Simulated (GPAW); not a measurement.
## SnO2 (Pnnm): one start, several treatments of the self-energy

Aim: compare treatments of exchange, screening and correlation for the gap of SnO2 (Pnnm).

Program: GPAW 26.7.0. Level of theory: LDA and many-body steps on it, plane waves. Results are calculated unless marked as measured.

**1. The structure**

It takes space group Pnnm (No. 58, orthorhombic). Conventional cell: a = 4.788 Å, b = 4.867 Å, c = 3.241 Å, α = 90.00°, β = 90.00°, γ = 90.00°. Nearest to Sn lie 6 O at 2.09 to 2.10 Å. Nearest to O lie 3 Sn at 2.09 to 2.10 Å. Farther neighbours and most contacts between anions are not listed.

As a file:

```xyz
6
Lattice="4.7880 0.0000 0.0000 0.0000 4.8666 0.0000 0.0000 0.0000 3.2409" Properties=species:S:1:pos:R:3 pbc="T T T"
Sn    2.3940    2.4333    1.6204
Sn    0.0000    0.0000    0.0000
O     1.3974    1.5624    0.0000
O     3.7914    0.8709    1.6204
O     0.9966    3.9957    1.6204
O     3.3906    3.3042    0.0000
```

The cell and positions are those that the Materials Project relaxed with its own functionals (PBE, PBE+U or r2SCAN), kept fixed. This is not the form that SnO2 usually takes at ambient conditions.

**2. Empty states on the mesh, 2×2×4 mesh, 264 bands**

This step: GPAW 26.7.0; DFT, LDA, plane waves, PAW.

The sums over transitions need many empty states on a uniform mesh; this step solves for them.

run.py reads:

```python
import json
import numpy as np
from gpaw.mpi import world
from gpaw import GPAW

calc = GPAW('gs.gpw').fixed_density(kpts={'size': (2, 2, 4), 'gamma': True},
    parallel={'domain': 1, 'band': 1},
    txt='nscf.txt')
calc.diagonalize_full_hamiltonian(nbands=264)
calc.write('full.gpw', mode='all')
res = {}
kpts = calc.get_ibz_k_points()
res['kpts'] = kpts
res['eigenvalues'] = [calc.get_eigenvalues(kpt=k) for k in range(len(kpts))]
res['n_electrons'] = calc.get_number_of_electrons()

if world.rank == 0:
    with open('result.json', 'w') as f:
        json.dump(res, f, default=lambda x: x.tolist())
```

Command:

```sh
mpirun -n 4 gpaw python run.py
```

Numbers of over 12 decimals in the logs are rounded to 6 here.

Log:

```text
Diagonalizing LCAO Hamiltonian
Converting LCAO to pw mode
convergence criteria:
- Maximum integral of absolute [eigenst]ate change: 4e-08 eV^2 / valence electron
maximum number of iterations: 100

SCF iterations
|iter     |     time |      energy | eigst |  dens |
|iter:   1|  |             | +0.79 |       |
|iter:   2|  |             | -0.95 |       |
|iter:   3|  |             | -1.94 |       |
[...]
|iter:  11|  |             | -6.86 |       |
|iter:  12|  |             | -7.21 |       |
|iter:  13|  |             | -7.42c|       |
SCF steps: 13
  __  _  _
 | _ |_)|_||  |
 |__||  | ||/\| - 26.7.0

Input parameters:
  mode=PW(ecut=600.0),
  convergence={'density': 1e-06, 'bands': -3},
  gpts=array([28, 28, 20]),
  kpts=MonkhorstPack(size=(2, 2, 4), gamma=True),
  maxiter=100,
  nbands=35,
  occupations=Occupations(name='fermi-dirac', width=0.001, fixmagmom=False),
  parallel={'domain': 1, 'band': 1},
  xc=XC(name='LDA')
Matrix size: 2545x2545
# Writing to full.gpw (mode='all')
  [... matrices ...]

timing:  # [seconds]
  Total: 40.385  # ━━━━━━━━━━━━━━━━━━━━━━━━━━━━━━━━━━━━━━━━━━━━━━━━━━━━━━━━━━
```

The job ended after 47 s (4 MPI ranks of Arm Neoverse V2, shared host; peak memory 2.8 GiB).

This step gave:

```
gap                                                           : 0.7005 eV
k of the valence top                                          : 0, 0, 0
k of the conduction bottom                                    : 0, 0, 0
least direct gap                                              : 0.7005 eV
k points computed                                             : 12
lowest point of the top converged band, above the valence top : 114.3178 eV
```

On this mesh the gap is 0.701 eV.

**3. G0W0, Godby-Needs plasmon pole**

G0W0 replaces the xc potential by the self-energy, built once from these orbitals. Only a window of levels is corrected, while the sums run over the empty bands that the input names.

This step: G0W0 on LDA, plane waves, PAW.

run.py reads:

```python
import json
import numpy as np
from gpaw.mpi import world
from gpaw.response.g0w0 import G0W0

gw = G0W0('full.gpw',
    filename='gw',
    kpts=[0],
    bands=(24, 28),
    ecut=78,
    nbands=118,
    integrate_gamma='WS',
    ppa=True)
gw.calculate()
res = {mode: {k: v for k, v in r.items() if k != 'sigma_eskwn'}
       for mode, r in gw.all_results.items()}

if world.rank == 0:
    with open('result.json', 'w') as f:
        json.dump(res, f, default=lambda x: x.tolist())
```

Command:

```sh
mpirun -n 4 gpaw python run.py
```

Log:

```text
Using integrator: PointIntegrator
FrequencyGridDescriptor(from 0.000+0.000j to 0.000+27.211j eV, 2 points)
Nonperiodic BCs:  [False False False]
Using integrator: PointIntegrator
FrequencyGridDescriptor(from 0.000+0.000j to 0.000+27.211j eV, 2 points)
Nonperiodic BCs:  [False False False]
  ___  _ _ _
 |   || | | |
 | | || | | |
 |__ ||_____|
 |___|

BZ k-points: Symmetries present (total): 4

  [... matrices ...]
16 k-points: 2 x 2 x 4 Monkhorst-Pack grid + [1/4,1/4,1/8]
12 k-points in the irreducible part of the Brillouin zone
       k-points in crystal coordinates                weights
   0:     0.00000000    0.00000000    0.00000000          1/16
   1:     0.00000000    0.00000000    0.25000000          2/16
   2:     0.00000000    0.00000000    0.50000000          1/16
   3:     0.00000000    0.50000000    0.00000000          1/16
   4:     0.00000000    0.50000000    0.25000000          2/16
   5:     0.00000000    0.50000000    0.50000000          1/16
   6:     0.50000000    0.00000000    0.00000000          1/16
   7:     0.50000000    0.00000000    0.25000000          2/16
   8:     0.50000000    0.00000000    0.50000000          1/16
   9:     0.50000000    0.50000000    0.00000000          1/16
          ...
  11:     0.50000000    0.50000000    0.50000000          1/16

Distributing spins, k-points and bands (1 x 1 x 4) over 4 processes
Number of blocks: 1

Quasi particle states:
k-points (IBZ indices): [0]
Band range: (24, 28)
  [... matrices ...]
Computational parameters:
Plane wave cut-off: 78 eV
Number of bands: 118
Coulomb cutoff: None
Broadening: 0.1 eV

fxc modes: GW
Kernel: RPA
Using Godby-Needs plasmon-pole approximation:
  Fitting energy: i*E0, E0 = 1.000 Hartree
Summing all q:

Calculating screened Coulomb potential
No Coulomb truncation
FrequencyGridDescriptor(from 0.000+0.000j to 0.000+27.211j eV, 2 points)
Removing empty qpoint cache files...

Calculating chi0 body with:
    Ground state adapter containing:
    Number of spins: 1
    Number of kpoints: 16
    Number of irreducible kpoints: 12
    Number of completely occupied states: 26
    Number of partially occupied states: 26
    Occupied states memory: 6.220703125 M / cpu

    Linear response parametrization:
    q_c: [0.0, 0.0, 0.0]
    Number of frequency points: 2
    Planewave cutoff: 78.0
    Number of bands: 118
    Number of planewaves: 113
    Broadening (eta): 1e-06
    comm.size: 4
    kncomm.size: 4
    blockcomm.size: 1

    Memory estimate of potentially large arrays:
        chi0_wGG: 0.389679 M / cpu
Integrating chi0 body.

Symmetries of q_c:
    Direct symmetries (Uq -> q): 4
    Indirect symmetries (TUq -> q): 0
In total 4 allowed symmetries.

  [... matrices ...]
12 groups of equivalent kpoints. 25.0% reduction.

Integral kind: response function
Integrating chi0 head and wings.

Symmetries of q_c:
    Direct symmetries (Uq -> q): 4
    Indirect symmetries (TUq -> q): 0
In total 4 allowed symmetries.

  [... matrices ...]
12 groups of equivalent kpoints. 25.0% reduction.

Integral kind: response function wings

Calculating chi0 body with:
    Ground state adapter containing:
    Number of spins: 1
    Number of kpoints: 16
    Number of irreducible kpoints: 12
    Number of completely occupied states: 26
    Number of partially occupied states: 26
    Occupied states memory: 6.220703125 M / cpu

    Linear response parametrization:
[... the further q-points ...]

Results:
f:      Occupation numbers
eps:     KS-eigenvalues [eV]
vxc:     KS vxc [eV]
exx:     Exact exchange [eV]
sigma:   Self-energies [eV]
dsigma:  Self-energy derivatives
Z:       Renormalization factors
qp:      QP-energies [eV]

k-point 0 (0): (0.000, 0.000, 0.000)                GW
band       f     eps     vxc     exx   sigma  dsigma       Z      qp
                                                                   GW
  24   1.000   4.367 -20.781 -26.236   5.305  -0.309   0.764   4.253
  25   1.000   4.990 -20.952 -26.183   5.105  -0.299   0.770   4.893
  26   0.000   5.690 -19.117 -15.379  -2.296  -0.224   0.817   6.868
  27   0.000  10.519 -18.634 -12.527  -3.826  -0.218   0.821  12.392
```

It took 24 s on 4 MPI ranks; peak memory 1.3 GiB.

Numbers from this step:

```
G0W0 gap on the points computed              : 1.975 eV
least direct G0W0 gap on the computed points : 1.975 eV
Z at the valence top                         : 0.7696
Z at the conduction bottom                   : 0.8169
starting gap on the mesh                     : 0.7005 eV
k of the valence top                         : 0, 0, 0
k of the conduction bottom                   : 0, 0, 0
```

The gap on the mesh goes from 0.70 eV to 1.97 eV, a correction of +1.27 eV.

**4. One-shot HSE06**

This step: one-shot HSE06 levels on LDA orbitals, plane waves, PAW.

run.py reads:

```python
import json
import numpy as np
from gpaw.mpi import world
from gpaw.hybrids.eigenvalues import non_self_consistent_eigenvalues

dft, vxc, vxc_hyb = non_self_consistent_eigenvalues('full.gpw', 'HSE06', 24, 28, kpt_indices=[0])
res = {'dft': dft[0], 'hybrid': (dft - vxc + vxc_hyb)[0]}
if world.rank == 0:
    with open('hybrid.txt', 'w') as f:
        for k, e0, e1 in zip([0], res['dft'], res['hybrid']):
            print(k, ' '.join(f'{x:9.4f}' for x in e0), '|', ' '.join(f'{x:9.4f}' for x in e1), file=f)

if world.rank == 0:
    with open('result.json', 'w') as f:
        json.dump(res, f, default=lambda x: x.tolist())
```

Command:

```sh
mpirun -n 4 gpaw python run.py
```

Log:

```text
IBZ(<points: 12, symmetries: 4>)
Occupied bands: 26
Transforming wave functions from IBZ to BZ: 0.004 seconds
Distributing wave functions and iFFT-ing to real space: 0.048 seconds
Calculating eigenvalues:
  k-points: 1
  Bands: 24-27 (inclusive)
  Seconds: 0.204 (wave-function broadcasting: 0.005 seconds)
HSE06-eigenvalue shifts:
  min: -1.234 eV
  ave: -0.201 eV
  max: 1.112 eV
```

It took 2.7 s on 4 MPI ranks; peak memory 0.83 GiB.

This step gave:

```yaml
starting_gap_on_the_mesh: 0.7005 eV
hybrid_gap_on_the_mesh: 2.381 eV
least_direct_hybrid_gap_on_the_computed_points: 2.381 eV
```

[end of part 1 of 2]

[Paths, hosts, dates, memory and timing lines, banners, echoed tables and standing remarks are left out of the program output.]

[Logs are printed without paths, hosts, clocks, repeated set-up lines and the standing remarks that a program may print on its own settings, such as how far it seeks lower states.]

[Runs of the session that timed out or met a known fault of the program may be left out.]

[Hosts, paths, dates, database ids (printed as entryN), source tags and the programs' standing remarks are cut or masked in the printed files.]
